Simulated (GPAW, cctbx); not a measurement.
# LiPPdO4: what bonding does to one electron reflection, worked out

LiPPdO4, I-4 (no. 82), a = 5.4367 Å, b = 5.4367 Å, c = 5.6763 Å, α = 90.00°, β = 90.00°, γ = 90.00°.

| atom | mult. | x | y | z |
| --- | --- | --- | --- | --- |
| Pd1 | 2 | 0 | 0 | 0 |
| P1 | 2 | 0 | 1/2 | 3/4 |
| O1 | 8 | 0.1693 | 0.3346 | 0.9090 |
| Li1 | 2 | 0 | 0 | 1/2 |

The cell comes from substitution in a known structure type and wasn't matched to any measured phase.

A DFT run (GPAW, PBE, 550 eV, 5×5×5 k-points, Fermi–Dirac width 0.05 eV) gives the static X-ray structure factor of 110 as 48.498 e for the conventional cell; superposed free atoms give 49.078 e. **Problem.** Find the Fourier component V of the crystal potential and the two-beam extinction distance at 120 kV in both cases.

**1. Geometry**

The cell volume is Ω = 167.78 Å³ and d(110) = 3.8443 Å, so g = 1/d = 0.2601 Å⁻¹.

**2. The nuclei**

Electrons feel nuclei as well as electrons, so the nuclear charges are summed with the same phases.

Phase sums Σ exp(2πi h·x), turned so that the total is real and positive: Pd +2.000, P -2.000, O -1.970, Li +2.000. Then F_Z = 46 × (+2.000) + 15 × (-2.000) + 8 × (-1.970) + 3 × (+2.000) = 52.24 e. The electron term has the same sign for this reflection.

**3. Mott–Bethe**

Poisson's equation, term by term, gives V = (e/4πε₀)(F_Z − F)/(πΩg²), with e/4πε₀ = 14.3996 V Å.

The prefactor is 14.3996 × 3.8443²/(π × 167.78) = 0.40374 V per electron. Free atoms: (52.24 − 49.078) × 0.40374 = 1.276 V. Crystal: (52.24 − 48.498) × 0.40374 = 1.510 V. F changes by -1.18 % and V by +18.4 %: the same 0.58 e is measured against F_Z − F = 3.2 e in place of F = 49.1 e.

**4. Extinction distance**

In the two-beam case ξ = 1/(λU) with U = 2γm₀eV/h², that is ξ = 150.41 V Å²/(γλV).

At 120 kV, λ = 0.03349 Å and γ = 1.2348. Free atoms: ξ = 2851 Å. Crystal: ξ = 2409 Å. The thickness fringes go as sin²(πt/ξ), so the two patterns slip by a quarter of a period when t|1/ξ₁ − 1/ξ₀| = 1/4, at t ≈ 388 nm. Thermal motion, absorption and many-beam coupling, left out here, change a real pattern.

**5. Answer**

V(110) is 1.51 V against 1.28 V, and ξ is 2409 against 2851 Å. Limits: static atoms, two beams.
